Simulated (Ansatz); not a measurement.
# From HSE06 to G0W0: LaInO3 (Pnma)

How far does one-shot GW move the HSE06 gap of LaInO3 (Pnma)?

Method: HSE06, then G0W0 on it, plane waves, PAW, in Ansatz 0.2.0.

**The experiments to reproduce.**

- Gap 4.52 eV: optical gap, weak absorption onset, E parallel [010]; optical absorption spectroscopy, alpha squared extrapolation; 5 K; bulk crystal (single crystal wafer grown by vertical gradient freeze, 80 um thick) (“Fingerprints of optical absorption in the perovskite LaInO3: Insight from many-body theory and experiment”, 2021, arxiv:2101.04376).

- Gap 4.46 eV: optical gap, weak absorption onset, E parallel [001]; optical absorption spectroscopy, alpha squared extrapolation; 5 K; bulk crystal (single crystal wafer grown by vertical gradient freeze, 80 um thick) (“Fingerprints of optical absorption in the perovskite LaInO3: Insight from many-body theory and experiment”, 2021, arxiv:2101.04376).

- Gap 4.13 eV: main direct optical gap; bulk crystal (single crystal grown by optical floating zone) (“Transparent perovskite barium stannate with high electron mobility and thermal stability”, 2017, arxiv:1707.09778).

- Gap 4.35 eV: optical gap, weak absorption onset, E parallel [001]; optical absorption spectroscopy, alpha squared extrapolation; 300 K; bulk crystal (single crystal wafer grown by vertical gradient freeze, 80 um thick) (“Fingerprints of optical absorption in the perovskite LaInO3: Insight from many-body theory and experiment”, 2021, arxiv:2101.04376).

- Gap 4.39 eV: optical gap, weak absorption onset, E parallel [100]; optical absorption spectroscopy, alpha squared extrapolation; 300 K; bulk crystal (single crystal wafer grown by vertical gradient freeze, 80 um thick) (“Fingerprints of optical absorption in the perovskite LaInO3: Insight from many-body theory and experiment”, 2021, arxiv:2101.04376).

Most raw output is cut from this account.

In doubt: masses and optical values from hybrid runs of this build are listed as unsure (step 3), which bears on the screening that GW takes from such a start.

## Step 1: The structure

Symmetry: Pnma, No. 62, orthorhombic system. Conventional cell: a = 5.940 Å, b = 8.216 Å, c = 5.723 Å, α = 90.00°, β = 90.00°, γ = 90.00°. Nearest to La lie 8 O at 2.38 to 2.94 Å. Nearest to In lie 6 O at 2.16 to 2.17 Å. Nearest to O lie 2 In at 2.17 Å and 2 La at 2.38 to 2.50 Å. O has 2 In at 2.16 to 2.17 Å and 3 La at 2.40 to 2.94 Å nearest. Farther neighbours and most contacts between anions are not listed.

Geometry: measured cell, ions relaxed with r2SCAN. The runs that relaxed it are not among those shown. Spin-orbit coupling is left out unless a step names it. The default PAW set here is soft_2. Its files were made with PBE.

## Step 2: The starting point: HSE06

HSE06 mixes in a quarter of exact exchange at short range.

This step: DFT, HSE06, plane waves, PAW.

input.yaml

```yaml
crystal:
  lattice:
    - [5.9404, 0.0, 0.0]
    - [0.0, 8.2158, 0.0]
    - [0.0, 0.0, 5.7229]
  atoms:
    - { symbol: La, position: [0.9463878522, 0.25, 0.0153056097] }
    - { symbol: La, position: [0.5536121478, 0.75, 0.5153056097] }
    - { symbol: La, position: [0.4463878522, 0.25, 0.4846943903] }
    - { symbol: La, position: [0.0536121478, 0.75, 0.9846943903] }
    - { symbol: In, position: [0.0, 0.0, 0.5] }
    - { symbol: In, position: [0.5, 0.0, 0.0] }
    - { symbol: In, position: [0.5, 0.5, 0.0] }
    - { symbol: In, position: [0.0, 0.5, 0.5] }
    - { symbol: O, position: [0.0443817441, 0.25, 0.6126999622] }
    - { symbol: O, position: [0.4556182559, 0.75, 0.1126999622] }
    - { symbol: O, position: [0.5443817441, 0.25, 0.8873000378] }
    - { symbol: O, position: [0.9556182559, 0.75, 0.3873000378] }
    - { symbol: O, position: [0.1980525852, 0.0593550042, 0.1955759518] }
    - { symbol: O, position: [0.3019474148, 0.9406449958, 0.6955759518] }
    - { symbol: O, position: [0.6980525852, 0.4406449958, 0.3044240482] }
    - { symbol: O, position: [0.8019474148, 0.5593550042, 0.8044240482] }
    - { symbol: O, position: [0.8019474148, 0.9406449958, 0.8044240482] }
    - { symbol: O, position: [0.6980525852, 0.0593550042, 0.3044240482] }
    - { symbol: O, position: [0.3019474148, 0.5593550042, 0.6955759518] }
    - { symbol: O, position: [0.1980525852, 0.4406449958, 0.1955759518] }
kpoints:
  mp_grid: { grid: [4, 2, 4] }
  band_path:
    path:
      - [0.0, 0.0, 0.0]
      - [0.5, 0.0, 0.0]
      - [0.5, 0.5, 0.0]
      - [0.0, 0.5, 0.0]
      - [0.0, 0.0, 0.5]
      - [0.5, 0.0, 0.5]
      - [0.5, 0.5, 0.5]
      - [0.0, 0.5, 0.5]
    npoints: 1
hamiltonian:
  xc: hse06
scf:
  occupations: { method: fixed }
  n_extra_bands: 10
output:
  eigenvalues: true
```

On the command line:

```
$ ansatz run input.yaml --threads 24 --pin off --max-ram 82944MiB --backend cuda --events-out ev --progress --plain --runs-dir out --devices 1 --max-vram 78GiB
```

It took 31 s on 1 × NVIDIA GB200 (shared by 2 runs) with 24 threads of Arm Neoverse V2, shared host; peak memory 2.7 GiB; 5.1 min of CPU time.

This step gave:

```yaml
gap: 4.373 eV
valence_top_at: Γ
conduction_bottom_at: Γ
least_direct_gap: 4.373 eV
exact_exchange_fraction: 0.25
```

Over mesh and listed points the gap is 4.373 eV, direct, at k = Γ.

## Step 3: G0W0 on the 2×2×2 mesh

G0W0 replaces the xc potential by a self-energy built once from the orbitals of the start. Levels are corrected in the window of bands that the input names, at points of the mesh.

This step: G0W0 on HSE06, plane waves, PAW.

Changes to input.yaml since step 2:

```diff
@@ -27,14 +27,3 @@
 kpoints:
-  mp_grid: { grid: [4, 2, 4] }
-  band_path:
-    path:
-      - [0.0, 0.0, 0.0]
-      - [0.5, 0.0, 0.0]
-      - [0.5, 0.5, 0.0]
-      - [0.0, 0.5, 0.0]
-      - [0.0, 0.0, 0.5]
-      - [0.5, 0.0, 0.5]
-      - [0.5, 0.5, 0.5]
-      - [0.0, 0.5, 0.5]
-    npoints: 1
+  mp_grid: { grid: [2, 2, 2] }
 hamiltonian:
@@ -43,4 +32,7 @@
   occupations: { method: fixed }
-  n_extra_bands: 10
-output:
-  eigenvalues: true
+gw:
+  n_empty_bands: 436
+  ecut_chi: 78
+  qp_bands: [v4, c4]
+  qp_kpoints: band_edges
+  screening: { model: contour_deformation }
```

It took 32 s on 1 × NVIDIA GB200 (shared by 2 runs) with 24 threads; peak memory 2.6 GiB.

Numbers from this step:

```yaml
bands_summed: 520
rpa_eps_infinity_on_this_mesh_eigenvalues: 3.685, 3.792, 3.853
plane_waves_in_the_screening_matrix: 431
q_points_in_the_mesh: 8
g0w0_gap_over_the_corrected_points: 4.795 eV
k_of_the_valence_top: 0, 0, 0
k_of_the_conduction_bottom: 0, 0, 0
starting_gap_on_the_mesh: 4.380 eV
z_at_the_valence_top: 0.7988
z_at_the_conduction_bottom: 0.8459
least_direct_g0w0_gap_over_the_corrected_points: 4.795 eV
```

Over all 8 irreducible mesh points the G0W0 gap is 4.795 eV, direct, at k = Γ. The HSE06 gap of this run on the mesh is 4.380 eV. The two states that bound the G0W0 gap lie that far apart at the start, so the correction of the gap is 4.795 − 4.380 = +0.415 eV. The start of this run differs from the step before in mesh (4×2×4 and 2×2×2).

Labels follow the order of the start: v1 is the top filled band, c1 the lowest empty one; levels that stay degenerate share a row, the window can cut a multiplet, doubted levels are not marked in this list, bands outside the window were not corrected, and the list may be a part of the corrected levels. The levels before and after the correction (eV, zero at the valence-band top of each column):

|  | conduction bottom | valence top |
| --- | --- | --- |
| HSE06 | 4.38 | 0.00 |
| G0W0 | 4.79 | 0.00 |

|  | level | occupation | energy (eV) |
| --- | --- | --- | --- |
| HSE06 | Γ v4 | 2 | -0.492 |
| HSE06 | Γ v3 | 2 | -0.302 |
| HSE06 | Γ v2 | 2 | -0.154 |
| HSE06 | Γ v1 | 2 | 0.000 |
| HSE06 | Γ c1 | 0 | 4.380 |
| HSE06 | Γ c2 | 0 | 6.621 |
| HSE06 | Γ c3 | 0 | 6.678 |
| HSE06 | Γ c4 | 0 | 6.867 |
| G0W0 | Γ v4 | 2 | -0.494 |
| G0W0 | Γ v3 | 2 | -0.340 |
| G0W0 | Γ v2 | 2 | -0.185 |
| G0W0 | Γ v1 | 2 | 0.000 |
| G0W0 | Γ c1 | 0 | 4.795 |
| G0W0 | Γ c2 | 0 | 7.204 |
| G0W0 | Γ c3 | 0 | 7.202 |
| G0W0 | Γ c4 | 0 | 7.450 |

The parts of the quasiparticle energy for the two states that bound the G0W0 gap, in eV on the run's own scale (QP = start + Σx + Σc − Vxc, with Σc at the quasiparticle energy):

| edge | k | band | start | Σx | Σc | Vxc | Z | QP |
| --- | --- | --- | --- | --- | --- | --- | --- | --- |
| valence top | Γ | 84 | 9.142 | −27.388 | 4.075 | −23.658 | 0.799 | 9.486 |
| conduction bottom | Γ | 85 | 13.521 | −12.067 | −3.378 | −16.204 | 0.846 | 14.281 |

For a hybrid start, Vxc holds its share of exact exchange.

## Step 4: The runs together

Each gap is the least one over the points named; times are wall times on shared hosts, not benchmarks. A G0W0 time includes the run's own self-consistent start. Runs with listed points see these and the mesh alone, so an edge that moves elsewhere is missed.

| level | mesh | files, cutoff | bands summed, screening | points | gap (eV) | valence top | conduction bottom | least direct gap (eV) | time |
| --- | --- | --- | --- | --- | --- | --- | --- | --- | --- |
| HSE06 | 4×2×4 | soft_2 PAW, 420 eV | - | mesh and listed points | 4.373 | Γ | Γ | 4.373 | 31 s |
| G0W0@HSE06 | 2×2×2 | soft_2 PAW, 420 eV | 520, 78 eV | all 8 irreducible mesh points | 4.795 | Γ | Γ | 4.795 | 32 s |

Computed less measured, in eV, for the reports listed at the start; nothing is added to the computed values:

| row | computed (eV) | 4.52 eV (2021) | 4.46 eV (2021) | 4.13 eV (2017) | 4.35 eV (2021) | 4.39 eV (2021) |
| --- | --- | --- | --- | --- | --- | --- |
| HSE06, gap | 4.373 | −0.147 | −0.087 | +0.243 | +0.023 | −0.017 |
| G0W0@HSE06, gap | 4.795 | +0.275 | +0.335 | +0.665 | +0.445 | +0.405 |

## Step 5: Results

```json
{"HSE06 gap over mesh and listed points": "4.373 eV, direct, at k = Γ", "G0W0@HSE06 gap over all 8 irreducible mesh points": "4.795 eV, direct, at k = Γ", "GW settings": "2×2×2 mesh, 436 empty bands, screening to 78 eV", "known limits": "finite bands, screening cutoff and k mesh; no spin-orbit coupling in G0W0; d shells not analysed"}
```

**Reading.** Over all 8 irreducible mesh points the G0W0 gap is 4.795 eV, direct, at k = Γ. The HSE06 gap of this run on the mesh is 4.380 eV. The two states that bound the G0W0 gap lie that far apart at the start, so the correction of the gap is 4.795 − 4.380 = +0.415 eV. The valence state moves by 9.486 − 9.142 = +0.344 eV and the conduction state by 14.281 − 13.521 = +0.760 eV, on the run's own scale; how far single levels stand from their limit in bands is not shown. Both edges that HSE06 shows over mesh and listed points lie at k points where levels were corrected. Levels at other points were not corrected, so a lower G0W0 gap elsewhere in the zone is not ruled out. No second run with other bands and screening cutoff is shown, so the distance to the basis limit is not known. On another start, G0W0@r2SCAN runs of this series (2×2×2 mesh, soft_2 PAW; not shown as steps) give 4.753 eV with 238 bands and 39 eV, 4.442 eV with 520 bands and 78 eV and 4.528 eV with 1024 bands and 130 eV. G0W0 on other starts in this series, not shown as steps and not all at these settings: 4.442 eV on r2SCAN (2×2×2, soft_2 PAW, 520 bands, 78 eV) and 4.991 eV on PBE0 (2×2×2, soft_2 PAW, 520 bands, 78 eV). Two runs of this series at another level, not shown as steps, test spin-orbit coupling. r2SCAN+SOC against r2SCAN: 3.556 − 3.556 = +0.000 eV, with the same mesh, set of files (read in its fully relativistic form for the spin-orbit run) and cutoff, and both edges at the same k points. The spin-orbit run sees mesh and listed points alone, so its gap is an upper bound: the coupling can move an edge off these points, and the change over the zone, its sign included where it is small, is not known. What spin-orbit coupling does to the G0W0 levels was not computed, so no sum with the G0W0 gap is formed. Against experiment, G0W0@HSE06 at 4.795 eV lies +0.275 eV from 4.52 eV (2021), +0.335 eV from 4.46 eV (2021), +0.665 eV from 4.13 eV (2017), +0.445 eV from 4.35 eV (2021) and +0.405 eV from 4.39 eV (2021). The reports themselves run from 4.13 eV to 4.52 eV. The differences hold parts that these runs do not separate: finite bands, cutoffs and mesh, points of the zone that were not corrected, the start of G0W0, spin-orbit coupling missing from it, static nuclei, no electron-hole attraction, and what each experiment reads as the gap. How much each gives is not known from the steps shown. The G0W0 runs are scalar-relativistic. One-shot GW is known to converge slowly in bands for compounds with shallow d shells. The cell holds In; the filling of the d shell and its place against the gap were not analysed here. The cell holds La; where the f levels lie against the gap was not analysed here. No pair of G0W0 runs that differ in the mesh alone is shown (2×2×2 is a supercell whose nearest images lie 11 Å apart), so the error from the mesh is not known here. G0W0 is shown with one set of atomic data (soft_2 PAW), so the error from the files is not known here.

[Paths, hosts, dates, memory and timing lines, banners, echoed tables and standing remarks are left out of the program output.]

[Logs are printed without paths, hosts, clocks, repeated set-up lines and the standing remarks that a program may print on its own settings, such as how far it seeks lower states.]

[Runs of the session that timed out or met a known fault of the program may be left out.]

[Cells called generated may have been cut or substituted from an entry of the Crystallography Open Database or the Materials Project.]

[Hosts, paths, dates, database ids (printed as entryN), source tags and the programs' standing remarks are cut or masked in the printed files.]

[Where an RPA ε∞ is given, it is that of the G0W0 mesh and is not shown converged in it. Names of k-points follow the symmetry that the program found, which can be lower than the space group named. Band edges on a path are those of the sampled points; other points can move an edge, and change direct to indirect where valleys lie close.]

[Hybrid gaps are those of their k-mesh and are not shown converged in it.]
